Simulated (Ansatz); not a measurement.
## CsBiSe3 (model cell, started as cubic perovskite with Bi in the octahedra): following an unstable mode

Which phase does CsBiSe3 (model cell, started as cubic perovskite with Bi in the octahedra) fall into along its unstable mode, and how much energy does it gain?

Method: DFT PBE, scalar-relativistic, plane waves, PAW; PAW set soft_1, in Ansatz 0.2.0.

Most raw output is cut from this account.

The structure was built from a prototype and need not be the compound's stable phase.

**1. The starting structure**

It takes space group Pm-3m (No. 221, cubic). The conventional cell has a = 5.646 Å, b = 5.646 Å, c = 5.646 Å, α = 90.00°, β = 90.00°, γ = 90.00°. Nearest to Cs lie 12 Se at 3.99 Å. Bi has 6 Se at 2.82 Å nearest. Nearest to Se lie 2 Bi at 2.82 Å and 4 Cs at 3.99 Å. Farther neighbours and most contacts between anions are not listed.

**2. Phonons on a q mesh**

The cell comes from relaxations at this level that are not shown. Stability and thermal properties need the whole zone. Linear response on a 2×2×2 q mesh gives force constants as far as a supercell of that size would.

Input file input.yaml:

```yaml
crystal:
  lattice:
    - [5.6457865512, 0.0, 0.0]
    - [0.0, 5.6457865512, 0.0]
    - [0.0, 0.0, 5.6457865512]
  atoms:
    - { symbol: Cs, position: [0.0, 0.0, 0.0] }
    - { symbol: Bi, position: [0.5, 0.5, 0.5] }
    - { symbol: Se, position: [0.5, 0.5, 0.0] }
    - { symbol: Se, position: [0.5, 0.0, 0.5] }
    - { symbol: Se, position: [0.0, 0.5, 0.5] }
kpoints:
  mp_grid: { grid: [6, 6, 6] }
hamiltonian:
  xc: pbe
  pseudopotentials: { kind: paw, azcp: { folder: soft_1 } }
scf:
  occupations: { method: methfessel_paxton, width: 0.2 }
output:
  eigenvalues: true
phonons:
  method: dfpt
  qmesh: [2, 2, 2]
  temperatures: { t_max: 1000, t_step: 50 }
  qpath:
    path:
      - [[0.0, 0.0, 0.0], [0.0, 0.5, 0.0], [0.5, 0.5, 0.0], [0.0, 0.0, 0.0], [0.5, 0.5, 0.5], [0.0, 0.5, 0.0]]
      - [[0.5, 0.5, 0.5], [0.5, 0.5, 0.0]]
    npoints: 10
```

Command:

```bash
ansatz run input.yaml --threads 4 --pin off --max-ram 16384MiB --backend cpu --events-out ev --progress --plain --runs-dir out
```

Elapsed: 6.1 min, on 4 threads of Arm Neoverse V1, shared host; peak memory 1.7 GiB; 24 min of CPU time.

This step gave:

```
volume per atom                                         : 35.99 Å³
gap on the k-mesh                                       : 0 eV
sum-rule residual before enforcement                    : 4.27e-5 eV/Å²
lowest frequency on the path                            : -58.64 cm⁻¹
point group                                             : m-3m
highest frequency on the path or at a solved wavevector : 145.9 cm⁻¹
highest optical mode at the zone centre (no LO-TO term) : 70.11 cm⁻¹
lowest optical zone-centre mode                         : -47.96 cm⁻¹
lowest mode on the q mesh (acoustic modes at Γ apart)   : -58.64 cm⁻¹
```

Frequencies (cm⁻¹) solved at each irreducible wavevector; negative means imaginary. Frequencies by wavevector, by row:

| q in reciprocal lattice units | star | mode 1 | mode 2 | mode 3 | mode 4 | mode 13 | mode 14 | mode 15 |
| --- | --- | --- | --- | --- | --- | --- | --- | --- |
| 0 0 0 | 1 | -48 | -48 | -48 | -5.5 | 70.1 | 70.1 | 70.1 |
| 0 0 -0.5 | 3 | -55.9 | -53.1 | -42.4 | -42.4 | 74.8 | 88.2 | 141.6 |
| 0 -0.5 -0.5 | 3 | -58.6 | -58.6 | -38.9 | -38.9 | 87 | 132.7 | 145.7 |
| -0.5 -0.5 -0.5 | 1 | -48.8 | -48.8 | -48.8 | 21 | 135.1 | 135.1 | 145.9 |

Interpolated from a 2×2×2 q mesh. Phonon branches along the path, in cm⁻¹:

| point | branch 1 | branch 2 | branch 3 | branch 4 | branch 12 | branch 13 | branch 14 | branch 15 |
| --- | --- | --- | --- | --- | --- | --- | --- | --- |
| Γ | -48 | -48 | -48 | -6 | 50 | 70 | 70 | 70 |
| halfway | -50 | -46 | -46 | -38 | 66 | 72 | 72 | 111 |
| X | -56 | -53 | -42 | -42 | 75 | 75 | 88 | 142 |
| halfway | -57 | -47 | -46 | -41 | 72 | 88 | 110 | 141 |
| M | -59 | -59 | -39 | -39 | 87 | 87 | 133 | 146 |
| halfway | -49 | -48 | -45 | -41 | 66 | 72 | 107 | 115 |
| Γ | -48 | -48 | -48 | -6 | 50 | 70 | 70 | 70 |
| halfway | -48 | -48 | -48 | -34 | 64 | 107 | 107 | 117 |
| R | -49 | -49 | -49 | 21 | 86 | 135 | 135 | 146 |
| halfway | -50 | -50 | -50 | -33 | 87 | 108 | 111 | 141 |
| X | -56 | -53 | -42 | -42 | 75 | 75 | 88 | 142 |
| jump to R | -49 | -49 | -49 | 21 | 86 | 135 | 135 | 146 |
| halfway | -53 | -53 | -43 | -25 | 86 | 109 | 134 | 144 |
| M | -59 | -59 | -39 | -39 | 87 | 87 | 133 | 146 |

Symmetry leaves 4 wavevectors to solve. The lowest mode among them, the acoustic zeros apart, lies at q = (0, -0.5, -0.5) and is imaginary, 58.6i cm⁻¹, so the energy falls along it.

**3. The mode frozen in, largest atomic shift 0 Å**

The mode followed lies at q = (0, -0.5, -0.5) with frequency 58.6i cm⁻¹ and is 2-fold degenerate, the softest among the wavevectors solved. At small amplitude the distorted cell has space group no. 51 by a symmetry search on the positions. The undistorted cell that holds it gives the zero of energy on the same k mesh.

System of this step: CsBiSe3 (model cell, started as cubic perovskite with Bi in the octahedra). Symmetry: Pm-3m, No. 221, cubic system. The conventional cell has a = 5.646 Å, b = 5.646 Å, c = 5.646 Å, α = 90.00°, β = 90.00°, γ = 90.00°. Cs has 12 Se at 3.99 Å nearest. Bi has 6 Se at 2.82 Å nearest. Nearest to Se lie 2 Bi at 2.82 Å and 4 Cs at 3.99 Å. Nearest to Se lie 2 Bi at 2.82 Å and 4 Cs at 3.99 Å. Farther neighbours and most contacts between anions are not listed.

input.yaml, the sections that differ from step 2:

```yaml
crystal:
  lattice:
    - [-5.6457865512, 0.0, 0.0]
    - [0.0, -5.6457865512, -5.6457865512]
    - [0.0, -5.6457865512, 5.6457865512]
  atoms:
    - { symbol: Cs, position: [1.0, 1.0, 0.0] }
    - { symbol: Cs, position: [1.0, 0.5, 0.5] }
    - { symbol: Bi, position: [0.5, 0.0, 0.5] }
    - { symbol: Bi, position: [0.5, 0.5, 0.0] }
    - { symbol: Se, position: [0.5, 0.25, 0.25] }
    - { symbol: Se, position: [0.5, 0.75, 0.75] }
    - { symbol: Se, position: [0.5, 0.75, 0.25] }
    - { symbol: Se, position: [0.5, 0.25, 0.75] }
    - { symbol: Se, position: [1.0, 0.0, 0.5] }
    - { symbol: Se, position: [1.0, 0.5, 0.0] }
output:
  forces: true
  stress: true
  eigenvalues: true
# kpoints, hamiltonian, scf: as in step 2
# phonons: removed
```

Elapsed: 20 s, on 4 threads; peak memory 1.5 GiB.

This step gave:

* pressure: 0.1206 GPa
* energy from the undistorted cell: 0 meV/atom

The run ends at a pressure of 0.12 GPa.

**4. The mode frozen in, largest atomic shift 0.6 Å**

The atoms are moved along the unstable eigenvector, the largest shift by 0.6 Å, with the cell fixed.

input.yaml, the sections that differ from step 3:

```yaml
crystal:
  lattice:
    - [-5.6457865512, 0.0, 0.0]
    - [0.0, -5.6457865512, -5.6457865512]
    - [0.0, -5.6457865512, 5.6457865512]
  atoms:
    - { symbol: Cs, position: [1.0, 0.9899223039, 0.0] }
    - { symbol: Cs, position: [1.0, 0.5100776961, 0.5] }
    - { symbol: Bi, position: [0.5, -0.012078813, 0.5] }
    - { symbol: Bi, position: [0.5, 0.512078813, 0.0] }
    - { symbol: Se, position: [0.5, 0.25, 0.25] }
    - { symbol: Se, position: [0.5, 0.75, 0.75] }
    - { symbol: Se, position: [0.5, 0.75, 0.25] }
    - { symbol: Se, position: [0.5, 0.25, 0.75] }
    - { symbol: Se, position: [1.0, 0.075147026, 0.5] }
    - { symbol: Se, position: [1.0, 0.424852974, 0.0] }
# kpoints, hamiltonian, scf, output: as in step 3
```

Wall time 39 s (4 threads); peak memory 1.8 GiB; 2.6 min of CPU time.

This step gave:

| Item | Value |
| --- | --- |
| pressure | -0.1592 GPa |
| energy from the undistorted cell | -12.71 meV/atom |

The energy, extrapolated to zero smearing, is -12.71 meV/atom against the undistorted cell.

The run ends at a pressure of -0.16 GPa, with forces up to 0.25 eV/Å.

**5. Energy along the mode, all amplitudes (two of the runs are shown above)**

An imaginary frequency means negative curvature, so the energy should fall and then rise again as anharmonic terms take over.

Numbers from this step:

* depth at the lowest point sampled: 12.71 meV/atom
* largest atomic shift at that point: 0.6 Å

Energy from the parent against largest atomic shift:

| largest atomic shift (Å) | energy from the parent (meV/atom) |
| --- | --- |
| 0.000 | 0 |
| 0.040 | -0.169 |
| 0.080 | -0.673 |
| 0.140 | -2.01 |
| 0.220 | -4.66 |
| 0.320 | -8.49 |
| 0.450 | -12.3 |
| 0.600 | -12.7 |

Displacement at unit largest shift by atom:

| atom | x (Å) | y (Å) | z (Å) | size |
| --- | --- | --- | --- | --- |
| Cs1 | 0.000 | 0.095 | 0.095 | 0.134 |
| Cs2 | 0.000 | -0.095 | -0.095 | 0.134 |
| Bi3 | 0.000 | 0.114 | 0.114 | 0.161 |
| Bi4 | 0.000 | -0.114 | -0.114 | 0.161 |
| Se5 | 0.000 | 0.000 | 0.000 | 0.000 |
| Se6 | 0.000 | 0.000 | 0.000 | 0.000 |
| Se7 | 0.000 | 0.000 | 0.000 | 0.000 |
| Se8 | 0.000 | 0.000 | 0.000 | 0.000 |
| Se9 | 0.000 | -0.707 | -0.707 | 1.000 |
| Se10 | 0.000 | 0.707 | 0.707 | 1.000 |

The lowest of the steps tried is the last one, at 0.6 Å, 12.7 meV/atom below the parent; the bottom of the well need not coincide with a step.

**6. Relaxation from the frozen mode**

Starting from the lowest point found, all atoms and the cell are let go, so that strain and other modes of the same symmetry can join in.

Edit input.yaml of step 4 so:

```diff
@@ -27 +27,6 @@
   eigenvalues: true
+relax:
+  adjacent_minimum: "off"
+  f_tol: 0.002
+  max_steps: 120
+  cell: { stress_tol: 0.03 }
```

Elapsed: 12 min, on 4 threads; peak memory 1.9 GiB; 45 min of CPU time.

Step by step:

| step | energy less that of the first step (eV) | largest force component (eV/Å) | pressure (GPa) | volume (Å³) |
| --- | --- | --- | --- | --- |
| 1 | 0.0000 | 0.1792 | -0.16 | 359.92 |
| 2 | -0.1811 | 0.0933 | -0.18 | 357.21 |
| 3 | -0.3784 | 0.1632 | 0.05 | 350.56 |
| 4 | -0.5872 | 0.1191 | -0.11 | 346.87 |
| 5 | -0.7879 | 0.0465 | 0.04 | 338.24 |
| 6 | -0.8743 | 0.2009 | 0.19 | 332.90 |
| 7 | -0.7503 | 0.4369 | 0.93 | 325.90 |
| 8 | -0.8211 | 0.3082 | -0.45 | 335.42 |
| 9 | -0.8687 | 0.2176 | 0.56 | 330.07 |
| 10 | -0.8904 | 0.0482 | 0.04 | 333.84 |
| 11 | -0.8934 | 0.0479 | -0.21 | 336.33 |
| 12 | -0.8965 | 0.0036 | -0.02 | 334.11 |
| 13 | -0.8965 | 0.0017 | -0.01 | 333.90 |
| 14* | -0.9007 | 0.0018 | 0.02 | 333.90 |
| 15 | -0.9009 | 0.0003 | 0.00 | 333.90 |
| 16* | -0.9009 | 0.0003 | 0.00 | 333.90 |

Relaxation steps marked * repeat the geometry before them on a plane-wave basis chosen anew for their cell, so energy and pressure can jump there. Relaxation steps 7, 8, 9 were tried and not accepted.

Forces are held to the 8 operations that the run works with; a distortion that breaks them can't arise in this run.

| cell as run | before | after | change |
| --- | --- | --- | --- |
| a (Å) | 5.646 | 4.564 | -19.2 % |
| b (Å) | 7.984 | 9.159 | +14.7 % |
| c (Å) | 7.984 | 7.988 | +0.0 % |
| volume (Å³/atom) | 35.99 | 33.39 | -7.2 % |

The atoms that moved most (Å, as changes of fractional coordinates times the final cell):

| atom | dx | dy | dz | length |
| --- | --- | --- | --- | --- |
| Se10 | 0.000 | 0.588 | 0.588 | 0.831 |
| Se9 | 0.000 | -0.588 | -0.588 | 0.831 |
| Cs1 | 0.000 | 0.169 | 0.169 | 0.239 |
| Cs2 | 0.000 | -0.169 | -0.169 | 0.239 |
| Bi3 | 0.000 | 0.142 | 0.142 | 0.201 |
| Bi4 | 0.000 | -0.142 | -0.142 | 0.201 |

Numbers from this step:

| Quantity | Value |
| --- | --- |
| pressure | 0.002619 GPa |
| volume per atom | 33.39 Å³ |

The distorted start has space group Pmma; the relaxation ends in Pmma.

**7. The new phase in its own primitive cell**

The relaxed structure is symmetrised, reduced to its primitive cell and relaxed tightly, as its phonons need.

input.yaml, the sections that differ from step 6:

```yaml
crystal:
  lattice:
    - [7.9882337249, 0.0, 0.0]
    - [0.0, 4.5638649534, 0.0]
    - [0.0, 0.0, 9.1587680545]
  atoms:
    - { symbol: Cs, position: [0.75, 0.0, 0.7138766109] }
    - { symbol: Cs, position: [0.25, 0.0, 0.2861233891] }
    - { symbol: Bi, position: [0.25, 0.5, 0.7159992598] }
    - { symbol: Bi, position: [0.75, 0.5, 0.2840007402] }
    - { symbol: Se, position: [0.5, 0.5, 0.0] }
    - { symbol: Se, position: [0.0, 0.5, 0.5] }
    - { symbol: Se, position: [0.5, 0.5, 0.5] }
    - { symbol: Se, position: [0.0, 0.5, 0.0] }
    - { symbol: Se, position: [0.25, 0.0, 0.915922163] }
    - { symbol: Se, position: [0.75, 0.0, 0.084077837] }
kpoints:
  mp_grid: { grid: [6, 8, 4] }
relax:
  adjacent_minimum: "off"
  f_tol: 0.001
  max_steps: 60
  cell: { stress_tol: 0.01 }
# hamiltonian, scf, output: as in step 6
```

Elapsed: 3.4 min, on 4 threads; peak memory 1.7 GiB; 13 min of CPU time.

Relaxation path:

| step | energy less that of the first step (eV) | largest force component (eV/Å) | pressure (GPa) | volume (Å³) |
| --- | --- | --- | --- | --- |
| 1 | 0.0000 | 0.0286 | 0.00 | 333.90 |
| 2 | -0.0008 | 0.0082 | -0.01 | 333.95 |
| 3 | -0.0012 | 0.0122 | 0.03 | 333.88 |
| 4 | -0.0012 | 0.0117 | 0.00 | 334.11 |
| 5 | -0.0012 | 0.0063 | -0.02 | 334.20 |
| 6 | -0.0012 | 0.0008 | 0.00 | 334.09 |
| 7* | -0.0012 | 0.0008 | 0.00 | 334.09 |

Relaxation steps marked * repeat the geometry before them on a plane-wave basis chosen anew for their cell, so energy and pressure can jump there. Relaxation step 5 was tried and not accepted.

Forces are held to the 8 operations that the run works with; a distortion that breaks them can't arise in this run.

| conventional cell, symmetrised | before | after | change |
| --- | --- | --- | --- |
| a (Å) | 7.988 | 7.978 | -0.1 % |
| b (Å) | 4.564 | 4.590 | +0.6 % |
| c (Å) | 9.159 | 9.123 | -0.4 % |
| volume (Å³/atom) | 33.39 | 33.41 | +0.1 % |

The atoms that moved most (Å, as changes of fractional coordinates times the final cell):

| atom | dx | dy | dz | length |
| --- | --- | --- | --- | --- |
| Bi3 | 0.000 | 0.000 | 0.014 | 0.014 |
| Bi4 | 0.000 | 0.000 | -0.014 | 0.014 |
| Cs2 | 0.000 | 0.000 | 0.012 | 0.012 |
| Cs1 | 0.000 | 0.000 | -0.012 | 0.012 |
| Se9 | 0.000 | 0.000 | 0.006 | 0.006 |
| Se10 | 0.000 | 0.000 | -0.006 | 0.006 |

Numbers from this step:

| Quantity | Value |
| --- | --- |
| pressure | 3.52e-4 GPa |
| volume per atom | 33.41 Å³ |

The largest force component left is 0.79 meV/Å and the pressure is 0.000 GPa, within the tolerances set. The cell now holds 33.41 Å³/atom.

**8. Modes of the new phase, k-mesh 6×8×4**

A relaxed structure may still be a saddle point, so its zone-centre modes are computed. No field response is asked, since the mesh shows no gap.

input.yaml, the sections that differ from step 7:

```yaml
crystal:
  lattice:
    - [7.977706103, 0.0, 0.0]
    - [0.0, 4.5901528265, 0.0]
    - [0.0, 0.0, 9.1234564253]
  atoms:
    - { symbol: Cs, position: [0.75, 0.0, 0.7125455099] }
    - { symbol: Cs, position: [0.25, 0.0, 0.2874544901] }
    - { symbol: Bi, position: [0.25, 0.5, 0.7175730967] }
    - { symbol: Bi, position: [0.75, 0.5, 0.2824269033] }
    - { symbol: Se, position: [0.5, 0.5, 0.0] }
    - { symbol: Se, position: [0.0, 0.5, 0.5] }
    - { symbol: Se, position: [0.5, 0.5, 0.5] }
    - { symbol: Se, position: [0.0, 0.5, 0.0] }
    - { symbol: Se, position: [0.25, 0.0, 0.9166047354] }
    - { symbol: Se, position: [0.75, 0.0, 0.0833952646] }
output:
  eigenvalues: true
phonons:
  method: dfpt
# kpoints, hamiltonian, scf: as in step 7
# relax: removed
```

It took 24 min on 4 threads; peak memory 6.1 GiB; 1.6 h of CPU time.

This step gave:

```
sum-rule residual before enforcement                    : 2.43e-4 eV/Å²
point group                                             : mmm
highest optical mode at the zone centre (no LO-TO term) : 159.3 cm⁻¹
lowest optical zone-centre mode                         : -103.5 cm⁻¹
```

Patterns of degenerate modes are one choice out of their space. The modes at Γ (shares of kinetic energy by element, %) (negative means imaginary):

| mode | frequency (cm⁻¹) | symmetry | Cs % | Bi % | Se % |
| --- | --- | --- | --- | --- | --- |
| 1 | -103.5 | B3g | 0 | 9 | 91 |
| 2 | -77.2 | Au | 0 | 0 | 100 |
| 3 | -72.7 | B1u | 1 | 4 | 95 |
| 4 | -35.6 | B3u | 3 | 24 | 73 |
| 5 | 0.0 | acoustic | 23 | 36 | 41 |
| 6 | 0.0 | acoustic | 23 | 36 | 41 |
| 7 | 0.0 | acoustic | 23 | 36 | 41 |
| 8 | 21.3 | B1u | 13 | 50 | 37 |
| 9 | 25.4 | B2u | 39 | 18 | 44 |
| 10 | 32.8 | B3u | 45 | 30 | 25 |
| 11 | 49.7 | B2g | 91 | 8 | 1 |
| 12 | 51.1 | B3g | 100 | 0 | 0 |
| 13 | 51.2 | B2g | 0 | 6 | 94 |
| 14 | 54.5 | B2u | 0 | 25 | 75 |
| 15 | 55.1 | Ag | 62 | 21 | 17 |
| 16 | 55.8 | B3u | 0 | 0 | 100 |
| 17 | 60.2 | Au | 0 | 0 | 100 |
| 18 | 77.3 | B1u | 29 | 1 | 70 |
| 19 | 77.3 | B3u | 0 | 2 | 97 |
| 20 | 78.8 | B2u | 38 | 0 | 62 |
| 21 | 83.2 | B3g | 0 | 91 | 9 |
| 22 | 87.6 | B3u | 28 | 0 | 72 |
| 23 | 91.4 | B2g | 9 | 86 | 5 |
| 24 | 99.8 | B1u | 26 | 2 | 72 |
| 25 | 101.2 | Ag | 36 | 54 | 10 |
| 26 | 109.4 | B3u | 1 | 7 | 92 |
| 27 | 120.5 | B1u | 7 | 7 | 86 |
| 28 | 123.0 | B2u | 0 | 21 | 79 |
| 29 | 139.4 | Ag | 2 | 25 | 73 |
| 30 | 159.3 | B1u | 1 | 1 | 99 |

Displacements in mode 1 (-103.5 cm⁻¹), the largest set to 1:
```
Cs1  0.00  0.01  0.00
Cs2  0.00 -0.01  0.00
Bi3  0.00  0.20  0.00
Bi4  0.00 -0.20  0.00
Se5  0.00  0.00  0.00
Se6  0.00  0.00  0.00
Se7  0.00  0.00  0.00
Se8  0.00  0.00  0.00
Se9  0.00  1.00  0.00
Se10 0.00 -1.00  0.00
```

Displacements in mode 14 (54.5 cm⁻¹), the largest set to 1:
```
Cs1  0.00  0.06  0.00
Cs2  0.00  0.06  0.00
Bi3  0.00 -0.36  0.00
Bi4  0.00 -0.36  0.00
Se5  0.00  1.00  0.00
Se6  0.00 -0.13  0.00
Se7  0.00 -0.13  0.00
Se8  0.00  1.00  0.00
Se9  0.00 -0.03  0.00
Se10 0.00 -0.03  0.00
```

Before it was imposed, the acoustic sum rule was missed by 2.4e-4 eV/Å². Small misses are needed for a sound result but don't prove that mesh and cutoff are converged. The lowest optical mode is imaginary, 103.5i cm⁻¹, so the energy falls along it.

**9. Results**

```json
{
  "unstable mode of the parent": "q = (0, -0.5, -0.5), 59i cm⁻¹",
  "depth at the lowest point sampled": "12.7 meV/atom",
  "largest atomic shift at that point": "0.6 Å",
  "space group reached (within 0.01 Å)": "Pmma",
  "energy gained over the parent (first relaxation, on the mesh of the frozen mode)": "103 meV/atom",
  "volume per atom, phase reached": "33.4 Å³",
  "lowest optical zone-centre mode, phase reached": "-104 cm⁻¹",
  "highest optical mode at the zone centre (no LO-TO term), phase reached": "159 cm⁻¹"
}
```

What this shows: Along this mode the structure falls into Pmma, 103 meV/atom below the parent. At the parent's cell the well is 12.71 meV/atom deep on the steps tried, with its lowest point at a shift of 0.6 Å. That is the last step tried, so the steps alone don't bracket the bottom of the well. Relaxing atoms and cell changes the gain by +90.04 meV/atom against the lowest step (energies at zero smearing). Most of the total comes from this relaxation. The new phase still has an imaginary mode at the zone centre of its cell, so it is a saddle point on the way to a lower structure. Of the 4 patterns followed to their end from this parent, this one reaches the lowest energy. Each path keeps the symmetry of its pattern, so a lower phase may lie along a pattern not tried. With no gap, or one that is small against the smearing, the frequencies hang on the k mesh and the smearing, most of all near Kohn anomalies. Spin-orbit coupling is left out, which can matter for the heavy elements here. The starting cell was built on a prototype and not taken from a measurement, so the phase need not exist.

[Logs are printed without paths, hosts, clocks, repeated set-up lines and the standing remarks that a program may print on its own settings, such as how far it seeks lower states.]

[Hosts, paths, dates, database ids (printed as entryN), source tags and the programs' standing remarks are cut or masked in the printed files.]
